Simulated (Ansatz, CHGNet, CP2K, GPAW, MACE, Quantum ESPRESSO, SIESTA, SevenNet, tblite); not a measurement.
# Random packing of C72N28 (at. %) (57 atoms) in CP2K, part 2 of 2

Aim: run random packing of C72N28 (at. %) (57 atoms) in CP2K and see how near its forces come to a plane-wave reference, and at what cost.

Program: CP2K 2026.2; the method stands at each step. Banners, paths, timers and routine set-up lines are dropped from the logs unmarked, and long logs keep their key lines alone; longer cuts are marked.

So far. Step 2 (PBE, DZVP-MOLOPT-SR, 600/50 Ry, diagonalisation): Forces lie 4.5 % from the reference's, at 1.7 times its CPU time. Step 3 (PBE, TZV2P-MOLOPT, 600/50 Ry, diagonalisation): Against the first run (4.5 %), the force difference from the reference is 1.3 %, at 9.3 times the CPU time (on 4 against 2 cores), with 1254 basis functions against 741: the larger basis brings the forces nearer.

## 4. PBE, TZVP-MOLOPT, 600/50 Ry, diagonalisation

Method: Kohn-Sham DFT, PBE, GTH-PBE pseudopotentials, Gaussian and plane waves, TZVP-MOLOPT-GTH, diagonalisation.

The input, input.inp:

```
&GLOBAL
  PROJECT cell
  RUN_TYPE ENERGY_FORCE
  PRINT_LEVEL LOW
&END GLOBAL
&FORCE_EVAL
  METHOD QS
  STRESS_TENSOR ANALYTICAL
  &DFT
    BASIS_SET_FILE_NAME BASIS_MOLOPT
    POTENTIAL_FILE_NAME GTH_POTENTIALS
    &MGRID
      CUTOFF 600
      REL_CUTOFF 50
      NGRIDS 5
    &END MGRID
    &QS
      EPS_DEFAULT 1.0E-12
    &END QS
    &SCF
      SCF_GUESS ATOMIC
      EPS_SCF 5.0E-06
      MAX_SCF 200
      ADDED_MOS 26
      &DIAGONALIZATION
        ALGORITHM STANDARD
      &END DIAGONALIZATION
      &SMEAR ON
        METHOD FERMI_DIRAC
        ELECTRONIC_TEMPERATURE [K] 580
      &END SMEAR
      &MIXING
        METHOD BROYDEN_MIXING
        ALPHA 0.15
        NBROYDEN 12
      &END MIXING
      &PRINT
        &RESTART OFF
        &END RESTART
      &END PRINT
    &END SCF
    &XC
      &XC_FUNCTIONAL PBE
      &END XC_FUNCTIONAL
    &END XC
    &PRINT
      &MULLIKEN ON
      &END MULLIKEN
      &HIRSHFELD ON
        SHAPE_FUNCTION DENSITY
      &END HIRSHFELD
      &MO ON
        EIGENVALUES T
        OCCUPATION_NUMBERS T
        MO_INDEX_RANGE 111 134
        &EACH
          QS_SCF 0
        &END EACH
        ADD_LAST NUMERIC
      &END MO
    &END PRINT
  &END DFT
  &SUBSYS
    &CELL
      A 7.97600 0.00000 0.00000
      B 0.00000 7.97600 0.00000
      C 0.00000 0.00000 7.97600
    &END CELL
    &COORD
      SCALED
[... 57 atom lines left out: the same atoms as in the first run ...]
    &END COORD
    &KIND C
      BASIS_SET TZVP-MOLOPT-GTH-q4
      POTENTIAL GTH-PBE-q4
    &END KIND
    &KIND N
      BASIS_SET TZVP-MOLOPT-GTH-q5
      POTENTIAL GTH-PBE-q5
    &END KIND
  &END SUBSYS
  &PRINT
    &FORCES ON
    &END FORCES
    &STRESS_TENSOR ON
    &END STRESS_TENSOR
  &END PRINT
&END FORCE_EVAL
```

Command:

```bash
$ OMP_NUM_THREADS=1 mpirun -np 4 cp2k.psmp -i input.inp > output.txt
```

Numbers of over 12 decimals in the logs are rounded to 6 here.

The program printed:

```text
CP2K| version string:                                       CP2K version 2026.2
 CP2K| Input file name                                                 input.inp
 GLOBAL| Basis set file name                                        BASIS_MOLOPT
 GLOBAL| Potential file name                                      GTH_POTENTIALS
[... lines left out ...]
 Number of electrons:                                                        244
[... lines left out ...]
  Step     Update method      Time    Convergence         Total energy    Change
[... lines left out ...]
  *** SCF run converged in    19 steps ***
[... lines left out ...]
  Fermi energy:                                                 0.207156
  Total energy:                                              -385.054522
  Total energy (extrapolated to T->0):                       -385.049802
[... lines left out ...]
 MO| E(Fermi):            0.207156 a.u.          5.636999 eV
[... lines left out ...]
 ENERGY| Total FORCE_EVAL ( QS ) energy [hartree]           -385.054686
[... lines left out ...]
 FORCES|      1 -1.11024369E-02 -4.71142821E-02  3.95661647E-02   6.25180060E-02
 FORCES|      2 -6.16841615E-02  4.61783905E-03 -1.56806441E-03   6.18766438E-02
 FORCES|      3  2.25318075E-02 -1.53843194E-02  1.46817419E-02   3.09824656E-02
[...]
FORCES|     56 -2.72672587E-02  3.03610429E-03 -4.26390822E-02   5.07031819E-02
 FORCES|     57  3.24976748E-03  1.87842223E-02  7.70498657E-02   7.93731050E-02
 FORCES| Sum     7.96137295E-05 -8.82465160E-06 -1.64450215E-04
 FORCES| Total atomic force                                       1.82921003E-04
 STRESS| Analytical stress tensor [bar]
 STRESS|                        x                   y                   z
 STRESS|      x       -2.83195910952E+05   2.51603920466E+04   2.65353030063E+04
 STRESS|      y        2.51603920466E+04  -2.52503766429E+05   6.96164640407E+04
 STRESS|      z        2.65353030063E+04   6.96164640407E+04  -2.43406601143E+05
 STRESS| 1/3 Trace                                            -2.59702092841E+05
```

Elapsed: 9.7 min, on 4 MPI ranks of Arm Neoverse V1, shared host; peak memory 2.7 GiB.

Against the reference:

- r.m.s. force component: 1.961 eV/Å
- r.m.s. difference of force components: 39.75 meV/Å
- longest difference of force vectors: 119.4 meV/Å
- force difference over r.m.s. force: 2.015 %
- slope of forces against the reference's: 0.9941
- correlation of force components: 0.9998
- pressure: -25.97 GPa
- pressure difference: 0.8638 GPa

Against the first run (4.5 %), the force difference from the reference is 2.0 %, at 8.8 times the CPU time (on 4 against 2 cores), with 969 basis functions against 741: the larger basis brings the forces nearer.

## 5. PBE, DZVP-MOLOPT-SR, 300/50 Ry, diagonalisation

Method: Kohn-Sham DFT, PBE, GTH-PBE pseudopotentials, Gaussian and plane waves, DZVP-MOLOPT-SR-GTH, diagonalisation.

input.inp, as its differences from that of step 4:

```diff
@@ -12,5 +12,4 @@
     &MGRID
-      CUTOFF 600
+      CUTOFF 300
       REL_CUTOFF 50
-      NGRIDS 5
     &END MGRID
@@ -73,3 +72,3 @@
     &KIND C
-      BASIS_SET TZVP-MOLOPT-GTH-q4
+      BASIS_SET DZVP-MOLOPT-SR-GTH-q4
       POTENTIAL GTH-PBE-q4
@@ -77,3 +76,3 @@
     &KIND N
-      BASIS_SET TZVP-MOLOPT-GTH-q5
+      BASIS_SET DZVP-MOLOPT-SR-GTH-q5
       POTENTIAL GTH-PBE-q5
```

Command:

```bash
$ OMP_NUM_THREADS=2 cp2k.psmp -i input.inp > output.txt
```

The program printed:

```text
CP2K| version string:                                       CP2K version 2026.2
 CP2K| Input file name                                                 input.inp
 GLOBAL| Basis set file name                                        BASIS_MOLOPT
 GLOBAL| Potential file name                                      GTH_POTENTIALS
 GLOBAL| Run type                                                   ENERGY_FORCE
 GLOBAL| Total number of message passing processes                             1
 GLOBAL| Number of threads for this process                                    2
[... lines left out ...]
                        Smear method:                                FERMI_DIRAC
[... lines left out ...]
 Number of electrons:                                                        244
[... lines left out ...]
  Step     Update method      Time    Convergence         Total energy    Change
[... lines left out ...]
  *** SCF run converged in    20 steps ***
[... lines left out ...]
  Fermi energy:                                                 0.211319
  Total energy:                                              -384.879851
  Total energy (extrapolated to T->0):                       -384.875079
[... lines left out ...]
 MO| E(Fermi):            0.211319 a.u.          5.750294 eV
[... lines left out ...]
     57       N      2       5.000          5.092                        -0.092
  Total Charge                                                           -0.000
 !-----------------------------------------------------------------------------!
 ENERGY| Total FORCE_EVAL ( QS ) energy [hartree]           -384.879700
 FORCES| Atomic forces [hartree/bohr]
 FORCES|   Atom     x               y               z               |f|
 FORCES|      1 -1.04833185E-02 -4.64526117E-02  4.13954638E-02   6.30977775E-02
 FORCES|      2 -6.72178902E-02  4.96486401E-03 -1.56381550E-03   6.74191379E-02
 FORCES|      3  2.56222933E-02 -1.76052221E-02  1.42641285E-02   3.42039635E-02
[...]
FORCES|     56 -2.85317590E-02  4.11924230E-03 -4.54718379E-02   5.38397388E-02
 FORCES|     57  1.78926089E-03  2.14276742E-02  7.91000038E-02   8.19704658E-02
 FORCES| Sum    -4.20187968E-03 -7.39588090E-04  5.81658515E-04
 FORCES| Total atomic force                                       4.30593892E-03
 STRESS| Analytical stress tensor [bar]
 STRESS|                        x                   y                   z
 STRESS|      x       -3.03635755015E+05   2.56802171189E+04   2.85885820719E+04
 STRESS|      y        2.56802171189E+04  -2.65846071704E+05   7.24028205624E+04
 STRESS|      z        2.85885820719E+04   7.24028205624E+04  -2.60680389804E+05
 STRESS| 1/3 Trace                                            -2.76720738841E+05
```

The job ended after 2.1 min (2 threads; peak memory 0.79 GiB).

Against the reference:

- r.m.s. force component: 2.029 eV/Å
- r.m.s. difference of force components: 91.27 meV/Å
- longest difference of force vectors: 281 meV/Å
- force difference over r.m.s. force: 4.627 %
- slope of forces against the reference's: 1.028
- correlation of force components: 0.9994
- pressure: -27.67 GPa
- pressure difference: -0.8381 GPa
- energy less the same-level run's: -0.0772 meV/atom
- r.m.s. force difference from the same-level run: 19.51 meV/Å

This is a coarse setting, run to see what it loses.

Against the first run (4.5 %), the force difference from the reference is 4.6 %, at 0.90 times the CPU time: the change moves forces by 20 meV/Å r.m.s., so most of the difference comes from elsewhere.

## 6. PBE, DZVP-MOLOPT-SR, 840/50 Ry, diagonalisation

Method: Kohn-Sham DFT, PBE, GTH-PBE pseudopotentials, Gaussian and plane waves, DZVP-MOLOPT-SR-GTH, diagonalisation.

input.inp, as its differences from that of step 5:

```diff
@@ -12,4 +12,5 @@
     &MGRID
-      CUTOFF 300
+      CUTOFF 840
       REL_CUTOFF 50
+      NGRIDS 5
     &END MGRID
```

Command:

```bash
$ OMP_NUM_THREADS=1 mpirun -np 4 cp2k.psmp -i input.inp > output.txt
```

The program printed:

```text
CP2K| version string:                                       CP2K version 2026.2
 CP2K| Input file name                                                 input.inp
 GLOBAL| Basis set file name                                        BASIS_MOLOPT
 GLOBAL| Potential file name                                      GTH_POTENTIALS
[... lines left out ...]
 Number of electrons:                                                        244
[... lines left out ...]
  Step     Update method      Time    Convergence         Total energy    Change
[... lines left out ...]
  *** SCF run converged in    20 steps ***
[... lines left out ...]
  Fermi energy:                                                 0.211322
  Total energy:                                              -384.879687
  Total energy (extrapolated to T->0):                       -384.874915
[... lines left out ...]
 MO| E(Fermi):            0.211322 a.u.          5.750354 eV
[... lines left out ...]
 ENERGY| Total FORCE_EVAL ( QS ) energy [hartree]           -384.879537
[... lines left out ...]
 FORCES|      1 -1.04803737E-02 -4.64629127E-02  4.14167093E-02   6.31188110E-02
 FORCES|      2 -6.72442454E-02  4.97741296E-03 -1.55113173E-03   6.74460465E-02
 FORCES|      3  2.56068181E-02 -1.76012774E-02  1.42579109E-02   3.41877482E-02
[...]
FORCES|     56 -2.90406881E-02  3.49515128E-03 -4.45025941E-02   5.32546574E-02
 FORCES|     57  1.62844379E-03  2.01622431E-02  7.83441877E-02   8.09134082E-02
 FORCES| Sum     1.11327087E-04 -8.05137049E-06 -1.15477965E-04
 FORCES| Total atomic force                                       1.60604188E-04
 STRESS| Analytical stress tensor [bar]
 STRESS|                        x                   y                   z
 STRESS|      x       -3.03731835734E+05   2.56693562916E+04   2.85879359546E+04
 STRESS|      y        2.56693562916E+04  -2.65903190223E+05   7.23993618410E+04
 STRESS|      z        2.85879359546E+04   7.23993618410E+04  -2.60633297242E+05
 STRESS| 1/3 Trace                                            -2.76756107733E+05
```

It took 82 s on 4 MPI ranks; peak memory 3.3 GiB.

Numbers from this run, and their distance from the reference:

```
r.m.s. force component                          : 2.028 eV/Å
r.m.s. difference of force components           : 89.64 meV/Å
longest difference of force vectors             : 280.6 meV/Å
force difference over r.m.s. force              : 4.544 %
slope of forces against the reference's         : 1.027
correlation of force components                 : 0.9994
pressure                                        : -27.68 GPa
pressure difference                             : -0.8416 GPa
energy less the same-level run's                : 0.0008 meV/atom
r.m.s. force difference from the same-level run : 1.143 meV/Å
```

Against the first run (4.5 %), the force difference from the reference is 4.5 %, at 1.2 times the CPU time (on 4 against 2 cores): the change moves forces by 1.1 meV/Å r.m.s., so most of the difference comes from elsewhere.

## 7. The ladder

Differences are against the plane-wave reference, forces as r.m.s. over components; share is that over the reference's r.m.s. force, slope the least-squares factor from reference forces to these. Total energies of different programs have different zeros and aren't compared.

```
                                                          run  Δ force, r.m.s. (meV/Å)  share (%)  slope  Δ pressure (GPa)  cores  CPU time  memory (GiB)
                                                    reference                        -          -      -                 -      2   2.7 min           1.1
         CP2K PBE, DZVP-MOLOPT-SR, 600/50 Ry, diagonalisation                     89.6       4.54  1.027            -0.842      2   4.4 min           1.6
           CP2K PBE, TZV2P-MOLOPT, 600/50 Ry, diagonalisation                     25.7       1.30  0.995             0.792      4    41 min           2.8
            CP2K PBE, TZVP-MOLOPT, 600/50 Ry, diagonalisation                     39.8       2.02  0.994             0.864      4    39 min           2.7
CP2K PBE, DZVP-MOLOPT-SR, 300/50 Ry, diagonalisation (coarse)                     91.3       4.63  1.028            -0.838      2     4 min          0.79
         CP2K PBE, DZVP-MOLOPT-SR, 840/50 Ry, diagonalisation                     89.6       4.54  1.027            -0.842      4   5.5 min           3.3
```

Rows marked coarse were listed beforehand as settings not expected to be converged; some can still land near the reference.

CPU time is summed over cores on a shared host, where runs went side by side, so it is rough. Symmetry, cutoffs, thresholds, outputs and thread counts weren't matched or tuned between programs; memory under MPI is the largest rank's times the ranks.

Mean charges by element (e), by run and scheme:

```csv
run,scheme,C,N
"CP2K PBE, DZVP-MOLOPT-SR, 600/50 Ry, diagonalisation",Mulliken,+0.05,-0.12
"CP2K PBE, DZVP-MOLOPT-SR, 600/50 Ry, diagonalisation",Hirshfeld,+0.02,-0.05
"CP2K PBE, TZV2P-MOLOPT, 600/50 Ry, diagonalisation",Mulliken,+0.04,-0.11
"CP2K PBE, TZV2P-MOLOPT, 600/50 Ry, diagonalisation",Hirshfeld,+0.02,-0.04
"CP2K PBE, TZVP-MOLOPT, 600/50 Ry, diagonalisation",Mulliken,+0.04,-0.11
"CP2K PBE, TZVP-MOLOPT, 600/50 Ry, diagonalisation",Hirshfeld,+0.02,-0.05
"CP2K PBE, DZVP-MOLOPT-SR, 840/50 Ry, diagonalisation",Mulliken,+0.05,-0.12
"CP2K PBE, DZVP-MOLOPT-SR, 840/50 Ry, diagonalisation",Hirshfeld,+0.02,-0.05
```

Within one program, basis, potentials and functional, energies share a zero. Each run against its twin at the usual cutoff or grid and solver:

```
                                                 run                                        twin  Δ energy (meV/atom)  Δ force, r.m.s. (meV/Å)        CPU time over the twin's
CP2K PBE, DZVP-MOLOPT-SR, 300/50 Ry, diagonalisation  DZVP-MOLOPT-SR, 600/50 Ry, diagonalisation              -0.0772                     19.5                            0.90
CP2K PBE, DZVP-MOLOPT-SR, 840/50 Ry, diagonalisation  DZVP-MOLOPT-SR, 600/50 Ry, diagonalisation               8.0e-4                     1.14  1.2 (this twin ran on 2 cores)
```

Further runs of this program without a result: CP2K GFN1-xTB, diagonalisation (not converged).

## 8. What came out

* nearest in forces: CP2K PBE, TZV2P-MOLOPT, 600/50 Ry, diagonalisation, 1.3 %
* its CPU time: 41 min

In words: The PBE runs in local orbitals, coarse settings apart, differ by 1.3 % (CP2K PBE, TZV2P-MOLOPT, 600/50 Ry, diagonalisation) to 4.5 % (CP2K PBE, DZVP-MOLOPT-SR, 840/50 Ry, diagonalisation); basis, grid and potentials can all enter. Runs with settings chosen to be coarse differ by 4.6 % (CP2K PBE, DZVP-MOLOPT-SR, 300/50 Ry, diagonalisation), their programs' other errors included. None of the electronic-structure runs in the table takes under half the reference's CPU time of 2.7 min; they take 1.5 to 15 times as much. Charges hang on scheme and program or settings: among these rows the mean for N runs from -0.12 to -0.04 e. The reference's pressure holds the uncorrected Pulay stress of its 60 Ry basis, so small pressure differences, and their order, may be the reference's own error. The reference's stress is far from hydrostatic: its diagonal is -29.2, -26.2, -25.0 GPa, compression counted positive. The reference's pressure of -27 GPa says that the cell would shrink at this level of theory. The electronic-structure runs sample only Γ, in a cell whose shortest periodic width is 8 Å, which is coarse for a cell with partly filled levels.

[Also dropped from logs without a mark: logging warnings of Python, and SIESTA's first energy breakdown and zero terms.]

[Logs are printed without paths, hosts, clocks, repeated set-up lines and the standing remarks that a program may print on its own settings, such as how far it seeks lower states.]

[Hosts, paths, dates, database ids (printed as entryN), source tags and the programs' standing remarks are cut or masked in the printed files.]
